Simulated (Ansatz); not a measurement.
# MgS (Niningerite, Fm-3m): converging a phonon calculation, part 2 of 3

Wanted: convergence of the phonons of MgS (Niningerite, Fm-3m) against cost.

Ansatz 0.2.0; DFT PBE, scalar-relativistic, plane waves, PAW.

So far, highest frequency on the path or at a solved wavevector (cm⁻¹): step 3 (phonons on a q mesh) 389; step 4 (q mesh 2×2×2) 389. The relaxed cell has a = 5.230 Å (conventional setting).

## Step 7: The series together

Times are for 4 threads of Arm Neoverse V1, shared host. The series side by side:

```csv
no.,q mesh,k-mesh,mean frequency (cm⁻¹),zero-point energy per atom (meV),lowest frequency on the path (cm⁻¹),time,memory (GiB)
1,2×2×2,8×8×8,215.9,40.15,0,9.1 s,0.46
2,3×3×3,9×9×9,216,40.16,0,30 s,0.66
3,6×6×6,12×12×12,216.5,40.26,0,7.9 min,1.7
```

The runs together. Table of phonon density of states by wavenumber; read off at these points; values in 1/cm⁻¹/cell:

```csv
wavenumber (cm⁻¹),"2×2×2, 8×8×8","3×3×3, 9×9×9","6×6×6, 12×12×12"
2,0,0,0
12,3.0e-5,5.0e-5,3.0e-5
22,1.1e-4,2.4e-4,1.4e-4
32,3.4e-4,4.8e-4,3.1e-4
42,5.8e-4,9.0e-4,5.9e-4
52,9.8e-4,0.00135,9.2e-4
62,0.00145,0.00195,0.00139
78,0.00247,0.0031,0.00238
88,0.00344,0.00406,0.00334
98,0.00471,0.00528,0.00462
108,0.0066,0.00689,0.00645
118,0.00949,0.00922,0.00948
128,0.0266,0.0174,0.0186
138,0.0307,0.0204,0.0219
148,0.0319,0.0241,0.0249
152,0.0373,0.0278,0.0269
158,0.0254,0.0326,0.0292
168,0.0418,0.0541,0.0420
178,0.0267,0.0342,0.0492
188,0.0281,0.0200,0.0115
192,0.0307,0.0326,0.029
202,0.0249,0.0334,0.0382
212,0.0263,0.0296,0.0360
222,0.0219,0.0209,0.0278
232,0.0326,0.0348,0.0369
242,0.0336,0.0393,0.0371
248,0.0374,0.0373,0.0378
252,0.0357,0.0263,0.0319
262,0.0238,0.0229,0.0289
272,0.0461,0.0307,0.0198
282,0.0359,0.0431,0.0411
292,0.00921,0.0142,0.0114
302,0.00744,0.0069,0.00748
312,0.00738,0.00677,0.00679
328,0.00763,0.0069,0.00649
338,0.0079,0.00711,0.00644
348,0.00818,0.00736,0.00645
358,0.00725,0.00658,0.00571
368,0.00569,0.00538,0.00466
378,0.00423,0.0041,0.00369
388,9.7e-4,9.6e-4,0.001
```

The runs together, line C_V. C_V against temperature; values in J/mol-atom/K:

```csv
temperature (K),"2×2×2, 8×8×8","3×3×3, 9×9×9","6×6×6, 12×12×12"
0,0,0,0
50,3.4,3.34,3.22
100,12.2,12.2,12.2
150,17.5,17.5,17.5
200,20.3,20.3,20.3
250,21.8,21.8,21.8
300,22.7,22.7,22.7
350,23.2,23.3,23.3
400,23.6,23.6,23.6
450,23.9,23.9,23.9
500,24.1,24.1,24.1
550,24.2,24.2,24.2
600,24.3,24.3,24.3
650,24.4,24.4,24.4
700,24.5,24.5,24.5
750,24.6,24.6,24.6
800,24.6,24.6,24.6
850,24.6,24.6,24.6
900,24.7,24.7,24.7
950,24.7,24.7,24.7
1000,24.7,24.7,24.7
```

## Step 8: Another k mesh, k-mesh 2×2×2, q mesh 2×2×2

The k mesh is changed to 2×2×2 on a small fixed q mesh, to find the coarsest that serves.

File input.yaml:

```yaml
crystal:
  lattice:
    - [0.0, 2.6148576574, 2.6148576574]
    - [2.6148576574, 0.0, 2.6148576574]
    - [2.6148576574, 2.6148576574, 0.0]
  atoms:
    - { symbol: Mg, position: [0.0, 0.0, 0.0] }
    - { symbol: S, position: [0.5, 0.5, 0.5] }
kpoints:
  mp_grid: { grid: [2, 2, 2] }
hamiltonian:
  xc: pbe
scf:
  occupations: { method: fixed }
output:
  eigenvalues: true
phonons:
  method: dfpt
  dielectric: true
  rigid_motions: translations
  qmesh: [2, 2, 2]
  temperatures: { t_max: 1000, t_step: 50 }
  qpath:
    path:
      - [[0.0, 0.0, 0.0], [0.5, 0.0, 0.5], [0.625, 0.25, 0.625]]
      - [[0.375, 0.375, 0.75], [0.0, 0.0, 0.0], [0.5, 0.5, 0.5], [0.5, 0.25, 0.75], [0.5, 0.0, 0.5]]
    npoints: 10
```

Command:

```bash
$ ansatz run input.yaml --threads 4 --pin off --max-ram 7168MiB --backend cpu --events-out ev --progress --plain --runs-dir out
```

Numbers of over 12 decimals in the logs are rounded to 6 here.

Log:

```text
[...]
Crystal: 2 atoms, lattice volume = 35.758 Å³
Basis set: ecut = 420 eV, 725 PW (Γ), exchange–correlation on 50×50×50 points (8 copies of the dense FFT grid, shifted against one another)
Bands: 12, of which v1, the nominal top of the filled ones, is band 8 counted from 1 (7 counted from 0)
Symmetry: 48 space group operations
k-points: 4 of 8 (irreducible under 8 space group operations)
[...]
SCF iter   1: F=—  HF=-2827.428939 eV  |F-HF|=—  |Δ(HF+E_count)|=         —  Δρ=1.60e-2  dr2=1.61e-1  ethr=1.77e-3  ⟨swp⟩=4.0  Hψ=246  notcnv=0  defer=3
[...]
SCF iter   7: F=-2827.380887 eV  HF=-2827.380887 eV  |F-HF|=9.55e-12  |Δ(HF+E_count)|=  7.28e-11  Δρ=1.41e-7  dr2=2.63e-12  ethr=1.00e-12  ⟨swp⟩=5.0  Hψ=181  notcnv=0
SCF 1 converged in 7 iterations: F = -2827.380887 eV  dr2 = 2.63e-12
[...]
DFPT response loops at Γ: preconditioner auto → none (the input reference at scf.mixing.eps_inf says where Resta's filter doesn't serve); β = 0.50; Broyden in place of MSR1
── the response to a field inside a basis, on 6×6×6 k-points: an SCF that follows is theirs, and a resumed run solves both again ──
Bands: 9, of which v1, the nominal top of the filled ones, is band 8 counted from 1 (7 counted from 0)
k-points: 28 of 216 (irreducible under 12 space group operations)
[...]
Eigensolver: Dense (28 Hₖ)
SCF iter   1: F=—  HF=-2828.798969 eV  |F-HF|=—  |Δ(HF+E_count)|=         —  Δρ=1.68e-2  dr2=1.79e-1  ethr=1.00e-1
[...]
SCF iter   5: F=-2828.748868 eV  HF=-2828.748868 eV  |F-HF|=5.37e-8  |Δ(HF+E_count)|=   1.17e-6  Δρ=1.56e-5  dr2=3.39e-8  ethr=6.13e-9
SCF 1 converged in 5 iterations: F = -2828.748868 eV  dr2 = 3.39e-8
[...]
WARN: field response: ε∞ stands inside a basis, on 6×6×6 points; the force constants stand on the 2×2×2 k-mesh, whose period is 7.95 times the interband length at k = (0.0000, -0.5000, -0.5000), direct gap 4.145 eV, under 14: take them and everything formed from them as unconverged, and compare with a denser kpoints.mp_grid
[...]
SCF converged after 7 iterations
Free energy (F): -2827.380887 eV
[...]
Internal energy: -2827.380887 eV  (E = F + TS)
E sigma→0 (E₀):  -2827.380887 eV
Fermi energy:    6.604300 eV
[...]
--- Band table (eV) ---
  k-point 0: bands = [... 4 lower, -5.9891, 6.6043, 6.6043, 6.6043, 10.0694, 14.2904, 14.2904, 14.2904]
  k-point 1: bands = [... 4 lower, -4.6516, 1.6869, 6.0118, 6.0118, 10.9421, 13.1917, 13.1917, 16.3306]
  k-point 2: bands = [... 4 lower, -4.2805, 2.3601, 4.8872, 4.8872, 9.0325, 10.8010, 18.4520, 19.0229]
  k-point 3: bands = [... 4 lower, -4.2805, 2.3601, 4.8872, 4.8872, 9.0325, 10.8010, 18.4520, 19.0229]
--- Phonons (Γ-DFPT): 2 representative perturbations + reference, on 4 of 8 k-points (Σ response iterations 6) ---
  k mesh reduced under 8 symmetry operations, with k and −k counted as one. Each operation leaves every solved perturbation unchanged. A smaller set is not considered because the run solves the response to a homogeneous field
  ASR residual: 7.601e-5 → 0.000e0 eV/Å²; symmetrization residual: 1.858e-6 eV/Å²
  ASR residual per site (eV/Å²): 7.60e-5 1.34e-5
  Γ frequencies (cm⁻¹): 0.00 0.00 0.00 185.76 185.76 185.76
  ε∞ (high-frequency dielectric tensor):
        5.413809    -0.000000     0.000000
       -0.000000     5.413809    -0.000000
        0.000000    -0.000000     5.413809
  ε⁰ (static dielectric tensor: ions relaxed, cell fixed):
       21.284413     0.000000     0.000000
        0.000000    21.284413     0.000000
        0.000000     0.000000    21.284413
  ε⁰ − ε∞ (ionic part):
       15.870604     0.000000     0.000000
        0.000000    15.870604     0.000000
        0.000000     0.000000    15.870604
  softest optical mode at Γ: 185.76 cm⁻¹; the repairs (sum rule, projections) moved no ω² at Γ by more than (0.99 cm⁻¹)²
  Born effective charges Z* (e; rows j = field, columns β = displacement):
    site 0:
         2.34556   -0.00000   -0.00000
         0.00000    2.34556   -0.00000
         0.00000    0.00000    2.34556
    site 1:
        -2.34556    0.00000    0.00000
        -0.00000   -2.34556    0.00000
        -0.00000   -0.00000   -2.34556
  Z* charge neutrality: 1.765e-4 e pre-enforcement
  solved inside a basis spanned on kpoints, on 6×6×6 k-points, its susceptibility summed on 8×8×8: ε∞ is read to err by 1.4e-2, Z* by 5.0e-2 e (field_mesh: kpoints solves on kpoints); Z* is corrected for what the basis lacks
  optical modes at Γ without the LO–TO term, one row a degenerate level:
      ω (cm⁻¹)  modes    IR ((D/Å)²/amu)
        185.76      3            27.5440
  optical modes at Γ + LO–TO along q̂ = [1.0000, 0.0000, 0.0000]:
      ω (cm⁻¹)  modes    IR ((D/Å)²/amu)
        185.76      2            18.3627
        368.32      1             9.1813
  optical modes at Γ + LO–TO along q̂ = [0.0000, 1.0000, 0.0000]:
      ω (cm⁻¹)  modes    IR ((D/Å)²/amu)
        185.76      2            18.3627
        368.32      1             9.1813
  optical modes at Γ + LO–TO along q̂ = [0.0000, 0.0000, 1.0000]:
      ω (cm⁻¹)  modes    IR ((D/Å)²/amu)
        185.76      2            18.3627
        368.32      1             9.1813
--- Phonons (arbitrary-q DFPT): 3 irreducible q on the 2×2×2 mesh ---
[...]
interpolated dispersion: 63 rows × 6 modes
[...]
zero-point energy: 0.052675 eV/cell   skipped modes (ω ≤ 0): 456, of them read as no rigid motion or as one in doubt: 453 (1.805e0 modes/cell left out, lowest -175.38 cm⁻¹)   left out of the sums: 3.01e-1 of the cell's modes: C_V's classical limit lies that fraction below 3 k_B per atom; for a crystal, a wire or a layer, F and S can be off by more, and a phonons.interpolated_qmesh denser along its periods is the remedy for the sampling
```

It took 6.5 s on 4 threads of Arm Neoverse V1, shared host; peak memory 0.38 GiB.

The run finished; it serves as a test, and its numbers are not taken as the result.

## Step 9: Another k mesh, k-mesh 4×4×4, q mesh 2×2×2

The k mesh is changed to 4×4×4 on a small fixed q mesh, to find the coarsest that serves.

input.yaml, as its differences from that of step 8:

```diff
@@ -9,3 +9,3 @@
 kpoints:
-  mp_grid: { grid: [2, 2, 2] }
+  mp_grid: { grid: [4, 4, 4] }
 hamiltonian:
```

Log:

```text
[...]
Crystal: 2 atoms, lattice volume = 35.758 Å³
Basis set: ecut = 420 eV, 725 PW (Γ), exchange–correlation on 50×50×50 points (8 copies of the dense FFT grid, shifted against one another)
Bands: 12, of which v1, the nominal top of the filled ones, is band 8 counted from 1 (7 counted from 0)
Symmetry: 48 space group operations
k-points: 13 of 64 (irreducible under 8 space group operations, time reversal used)
[...]
SCF iter   1: F=—  HF=-2828.702599 eV  |F-HF|=—  |Δ(HF+E_count)|=         —  Δρ=8.62e-4  dr2=4.46e-4  ethr=1.77e-3  ⟨swp⟩=5.4  Hψ=850  notcnv=0  defer=14
[...]
SCF iter   6: F=-2828.702433 eV  HF=-2828.702433 eV  |F-HF|=7.28e-12  |Δ(HF+E_count)|=   1.53e-9  Δρ=2.81e-7  dr2=1.62e-11  ethr=1.00e-12  ⟨swp⟩=8.0  Hψ=933  notcnv=0
SCF 1 converged in 6 iterations: F = -2828.702433 eV  dr2 = 1.62e-11
[...]
Bands: 9, of which v1, the nominal top of the filled ones, is band 8 counted from 1 (7 counted from 0)
k-points: 28 of 216 (irreducible under 12 space group operations)
[...]
Eigensolver: Dense (28 Hₖ)
SCF iter   1: F=—  HF=-2828.748036 eV  |F-HF|=—  |Δ(HF+E_count)|=         —  Δρ=1.23e-3  dr2=9.56e-4  ethr=1.00e-1
[...]
SCF iter   4: F=-2828.747761 eV  HF=-2828.747761 eV  |F-HF|=6.17e-9  |Δ(HF+E_count)|=   3.25e-6  Δρ=4.97e-6  dr2=5.57e-9  ethr=3.20e-8
SCF 1 converged in 4 iterations: F = -2828.747761 eV  dr2 = 5.57e-9
[...]
SCF converged after 6 iterations
Free energy (F): -2828.702433 eV
[...]
Internal energy: -2828.702433 eV  (E = F + TS)
E sigma→0 (E₀):  -2828.702433 eV
Fermi energy:    6.242842 eV
[...]
--- Band table (eV; the first three rows and the last of 13) ---
  k-point 0: bands = [... 4 lower, -6.3386, 6.2428, 6.2428, 6.2428, 9.8353, 14.1505, 14.1505, 14.1505]
  k-point 1: bands = [... 4 lower, -5.7888, 3.4697, 5.9302, 5.9302, 11.1341, 14.0002, 14.0002, 14.4412]
  k-point 2: bands = [... 4 lower, -5.0603, 1.4853, 5.6686, 5.6686, 10.7534, 13.0966, 13.0966, 16.1922]
  k-point 12: bands = [... 4 lower, -4.6620, 3.0786, 3.0786, 3.9221, 11.4187, 14.1411, 14.1411, 14.2238]
[...]
ASR residual: 1.536e-4 → 0.000e0 eV/Å²; symmetrization residual: 1.550e-6 eV/Å²
  ASR residual per site (eV/Å²): 3.29e-5 1.54e-4
  Γ frequencies (cm⁻¹): 0.00 0.00 0.00 221.41 221.41 221.41
  ε∞ (high-frequency dielectric tensor):
        5.414218    -0.000000     0.000000
       -0.000000     5.414218    -0.000000
        0.000000    -0.000000     5.414218
  ε⁰ (static dielectric tensor: ions relaxed, cell fixed):
       16.584483    -0.000000     0.000000
       -0.000000    16.584483    -0.000000
        0.000000    -0.000000    16.584483
  ε⁰ − ε∞ (ionic part):
       11.170264    -0.000000     0.000000
       -0.000000    11.170264    -0.000000
        0.000000    -0.000000    11.170264
[...]
Born effective charges Z* (e; rows j = field, columns β = displacement):
    site 0:
         2.34544   -0.00000    0.00000
        -0.00000    2.34544   -0.00000
         0.00000   -0.00000    2.34544
    site 1:
        -2.34544    0.00000   -0.00000
         0.00000   -2.34544    0.00000
        -0.00000    0.00000   -2.34544
  Z* charge neutrality: 2.565e-4 e pre-enforcement
[...]
optical modes at Γ without the LO–TO term, one row a degenerate level:
      ω (cm⁻¹)  modes    IR ((D/Å)²/amu)
        221.41      3            27.5411
  optical modes at Γ + LO–TO along q̂ = [1.0000, 0.0000, 0.0000]:
      ω (cm⁻¹)  modes    IR ((D/Å)²/amu)
        221.41      2            18.3607
        387.50      1             9.1804
  optical modes at Γ + LO–TO along q̂ = [0.0000, 1.0000, 0.0000]:
      ω (cm⁻¹)  modes    IR ((D/Å)²/amu)
        221.41      2            18.3607
        387.50      1             9.1804
  optical modes at Γ + LO–TO along q̂ = [0.0000, 0.0000, 1.0000]:
      ω (cm⁻¹)  modes    IR ((D/Å)²/amu)
        221.41      2            18.3607
        387.50      1             9.1804
--- Phonons (arbitrary-q DFPT): 3 irreducible q on the 2×2×2 mesh ---
[...]
interpolated dispersion: 63 rows × 6 modes
[...]
```

The job ended after 6.3 s (4 threads; peak memory 0.37 GiB; 21 s of CPU time).

The run finished; it serves as a test, and its numbers are not taken as the result.

## Step 10: Another k mesh, k-mesh 6×6×6, q mesh 2×2×2

The k mesh is changed to 6×6×6 on a small fixed q mesh, to find the coarsest that serves.

input.yaml, as its differences from that of step 9:

```diff
@@ -9,3 +9,3 @@
 kpoints:
-  mp_grid: { grid: [4, 4, 4] }
+  mp_grid: { grid: [6, 6, 6] }
 hamiltonian:
```

Log:

```text
[...]
Crystal: 2 atoms, lattice volume = 35.758 Å³
Basis set: ecut = 420 eV, 725 PW (Γ), exchange–correlation on 50×50×50 points (8 copies of the dense FFT grid, shifted against one another)
Bands: 12, of which v1, the nominal top of the filled ones, is band 8 counted from 1 (7 counted from 0)
Symmetry: 48 space group operations
k-points: 30 of 216 (irreducible under 8 space group operations, time reversal used)
[...]
optical modes at Γ + LO–TO along q̂ = [0.0000, 1.0000, 0.0000]:
      ω (cm⁻¹)  modes    IR ((D/Å)²/amu)
        223.55      2            18.3611
        388.73      1             9.1805
  optical modes at Γ + LO–TO along q̂ = [0.0000, 0.0000, 1.0000]:
      ω (cm⁻¹)  modes    IR ((D/Å)²/amu)
        223.55      2            18.3611
        388.73      1             9.1805
--- Phonons (arbitrary-q DFPT): 3 irreducible q on the 2×2×2 mesh ---
[...]
interpolated dispersion: 63 rows × 6 modes
[...]
[key lines of the parts left out:]
SCF converged after 9 iterations
Free energy (F): -2828.746213 eV
Fermi energy:    6.217052 eV
```

Run time: 9.4 s. Hardware: 4 threads; peak memory 0.44 GiB; 33 s of CPU time.

The highest optical mode at the zone centre (no LO-TO term) is 223.6 cm⁻¹, -0.2 cm⁻¹ against the base run.

The log warns of the k mesh: “the force constants stand on the 6×6×6 k-mesh, whose period is 12.67 times the interband length at k = (0.0000, -0.5000, -0.5000), direct gap 4.400 eV, under 14: take them and everything formed from them as unconverged”.

## Step 11: Another k mesh, q mesh 2×2×2

The k mesh is changed to 8×8×8 on a small fixed q mesh, to find the coarsest that serves.

input.yaml, as its differences from that of step 10:

```diff
@@ -9,3 +9,3 @@
 kpoints:
-  mp_grid: { grid: [6, 6, 6] }
+  mp_grid: { grid: [8, 8, 8] }
 hamiltonian:
```

Log:

```text
[...]
Crystal: 2 atoms, lattice volume = 35.758 Å³
Basis set: ecut = 420 eV, 725 PW (Γ), exchange–correlation on 50×50×50 points (8 copies of the dense FFT grid, shifted against one another)
Bands: 12, of which v1, the nominal top of the filled ones, is band 8 counted from 1 (7 counted from 0)
Symmetry: 48 space group operations
k-points: 59 of 512 (irreducible under 8 space group operations, time reversal used)
[...]
optical modes at Γ + LO–TO along q̂ = [0.0000, 1.0000, 0.0000]:
      ω (cm⁻¹)  modes    IR ((D/Å)²/amu)
        223.73      2            18.3606
        388.83      1             9.1803
  optical modes at Γ + LO–TO along q̂ = [0.0000, 0.0000, 1.0000]:
      ω (cm⁻¹)  modes    IR ((D/Å)²/amu)
        223.73      2            18.3606
        388.83      1             9.1803
--- Phonons (arbitrary-q DFPT): 3 irreducible q on the 2×2×2 mesh ---
[...]
interpolated dispersion: 63 rows × 6 modes
[...]
[key lines of the parts left out:]
SCF converged after 9 iterations
Free energy (F): -2828.748763 eV
Fermi energy:    6.214756 eV
```

The job ended after 16 s (4 threads; peak memory 0.48 GiB).

The highest optical mode at the zone centre (no LO-TO term) is 223.7 cm⁻¹, +0.0 cm⁻¹ against the base run.

## Step 12: Another k mesh, k-mesh 12×12×12, q mesh 2×2×2

The k mesh is changed to 12×12×12 on a small fixed q mesh, to find the coarsest that serves.

input.yaml, as its differences from that of step 11:

```diff
@@ -9,3 +9,3 @@
 kpoints:
-  mp_grid: { grid: [8, 8, 8] }
+  mp_grid: { grid: [12, 12, 12] }
 hamiltonian:
```

Log:

```text
[...]
Crystal: 2 atoms, lattice volume = 35.758 Å³
Basis set: ecut = 420 eV, 725 PW (Γ), exchange–correlation on 50×50×50 points (8 copies of the dense FFT grid, shifted against one another)
Bands: 12, of which v1, the nominal top of the filled ones, is band 8 counted from 1 (7 counted from 0)
Symmetry: 48 space group operations
k-points: 163 of 1728 (irreducible under 8 space group operations, time reversal used)
[...]
optical modes at Γ + LO–TO along q̂ = [0.0000, 1.0000, 0.0000]:
      ω (cm⁻¹)  modes    IR ((D/Å)²/amu)
        223.75      2            18.3626
        388.88      1             9.1813
  optical modes at Γ + LO–TO along q̂ = [0.0000, 0.0000, 1.0000]:
      ω (cm⁻¹)  modes    IR ((D/Å)²/amu)
        223.75      2            18.3626
        388.88      1             9.1813
--- Phonons (arbitrary-q DFPT): 3 irreducible q on the 2×2×2 mesh ---
[...]
interpolated dispersion: 63 rows × 6 modes
[...]
[key lines of the parts left out:]
SCF converged after 8 iterations
Free energy (F): -2828.748971 eV
Fermi energy:    6.214489 eV
```

It took 29 s on 4 threads; peak memory 0.77 GiB.

The highest optical mode at the zone centre (no LO-TO term) is 223.8 cm⁻¹, +0.0 cm⁻¹ against the base run.

## Step 13: The series together

Times are for 4 threads of Arm Neoverse V1, shared host. Results by setting:

```csv
no.,k-mesh,lowest mode on the q mesh (acoustic modes at Γ apart) (cm⁻¹),highest frequency on the path or at a solved wavevector (cm⁻¹),time,memory (GiB)
1,6×6×6,125.6,388.7,9.4 s,0.44
2,8×8×8,125.7,388.8,16 s,0.48
3,12×12×12,125.7,388.9,29 s,0.77
```

The runs together. The phonon density of states by wavenumber; read off at these points; values in 1/cm⁻¹/cell:

```csv
wavenumber (cm⁻¹),6×6×6,8×8×8,12×12×12
2,0,0,0
22,1.1e-4,1.1e-4,1.1e-4
38,4.4e-4,4.3e-4,4.3e-4
58,0.00118,0.00118,0.00118
78,0.00248,0.00247,0.00247
92,0.00406,0.00403,0.00403
112,0.00794,0.00787,0.00786
132,0.0306,0.0306,0.0306
148,0.032,0.0319,0.0318
152,0.0373,0.0373,0.0372
168,0.0407,0.0418,0.0419
188,0.0290,0.0281,0.028
192,0.0305,0.0307,0.0307
202,0.0248,0.0249,0.0249
222,0.0216,0.0219,0.0220
242,0.0339,0.0336,0.0336
248,0.0380,0.0374,0.0373
258,0.0283,0.0287,0.0287
272,0.0468,0.0461,0.0460
278,0.0360,0.0363,0.0364
298,0.00748,0.00752,0.00753
312,0.00737,0.00738,0.00738
332,0.00769,0.0077,0.0077
352,0.0083,0.00829,0.00829
368,0.00571,0.00569,0.00569
388,9.3e-4,9.8e-4,0.001
```

The runs together, line C_V. The C_V by temperature; values in J/mol-atom/K:

```csv
temperature (K),6×6×6,8×8×8 = 12×12×12
0,0,0
50,3.41,3.4
100,12.3,12.2
150,17.6,17.5
200,20.3,20.3
250,21.8,21.8
300,22.7,22.7
350,23.3,23.2
400,23.6,23.6
450,23.9,23.9
500,24.1,24.1
550,24.2,24.2
600,24.3,24.3
650,24.4,24.4
700,24.5,24.5
750,24.6,24.6
800,24.6,24.6
850,24.6,24.6
900,24.7,24.7
950,24.7,24.7
1000,24.7,24.7
```

(Part 2 of 3 ends here.)

[Logs are printed without paths, hosts, clocks, repeated set-up lines and the standing remarks that a program may print on its own settings, such as how far it seeks lower states.]

[Hosts, paths, dates, database ids (printed as entryN), source tags and the programs' standing remarks are cut or masked in the printed files.]
